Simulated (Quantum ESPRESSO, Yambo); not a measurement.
An input for Yambo 5.3.0 (MoS2 (P6_3/mmc)):

```
optics
bss
bse
em1s
dipoles
rim_cut
RandQpts= 1000000
RandGvec= 1 RL
Chimod= "HARTREE"
BSKmod= "SEX"
BSEmod= "resonant"
BSSmod= "h"
BSENGexx= 20 Ry
BSENGBlk= 4 Ry
% BSEQptR
 1 | 1 |
%
% BSEBands
 45 | 64 |
%
% BEnRange
 0 | 7 | eV
%
% BDmRange
 0.1 | 0.1 | eV
%
BEnSteps= 141
% BLongDir
 1 | 0 | 0 |
%
% BndsRnXs
 17 | 102 |
%
NGsBlkXs= 4 Ry
% LongDrXs
 1 | 1 | 1 |
%
% KfnQP_E
 0.65 | 1.0 | 1.0 |
%
BSHayTrs= -0.02
FFTGvecs= 32 Ry
```

The database entry behind the starting cell differs from later determinations by our own check (about 0.3 % long), so it need not match the best structure at ambient conditions.

```sh
OMP_NUM_THREADS=4 mpirun -n 2 yambo -F bse8.in -J bse8,bse7_W -C bse8 > bse8.log
```

The stored states that it reads are on a 9×9×2 mesh. It takes space group P6_3/mmc (No. 194, hexagonal). Conventional cell: a = 3.169 Å, b = 3.169 Å, c = 12.324 Å, α = 90.00°, β = 90.00°, γ = 120.00°. Nearest to Mo lie 6 S at 2.41 Å. S has 3 Mo at 2.41 Å nearest. Farther neighbours and most contacts between anions are not listed.

Question: How long will it take on 2 MPI ranks of Arm Neoverse V2, shared host, and how much memory?

It took 3.7 min; on shared hardware allow 1.9 min to 7.5 min. Peak host memory was 3.0 GiB.

The kernel grows as the square of the matrix size, and full diagonalisation as its cube.

[Paths, hosts, dates, memory and timing lines, banners, echoed tables and standing remarks are left out of the program output.]

[Logs are printed without paths, hosts, clocks, repeated set-up lines and the standing remarks that a program may print on its own settings, such as how far it seeks lower states.]

[Runs of the session that timed out or met a known fault of the program may be left out.]

[Hosts, paths, dates, database ids (printed as entryN), source tags and the programs' standing remarks are cut or masked in the printed files.]
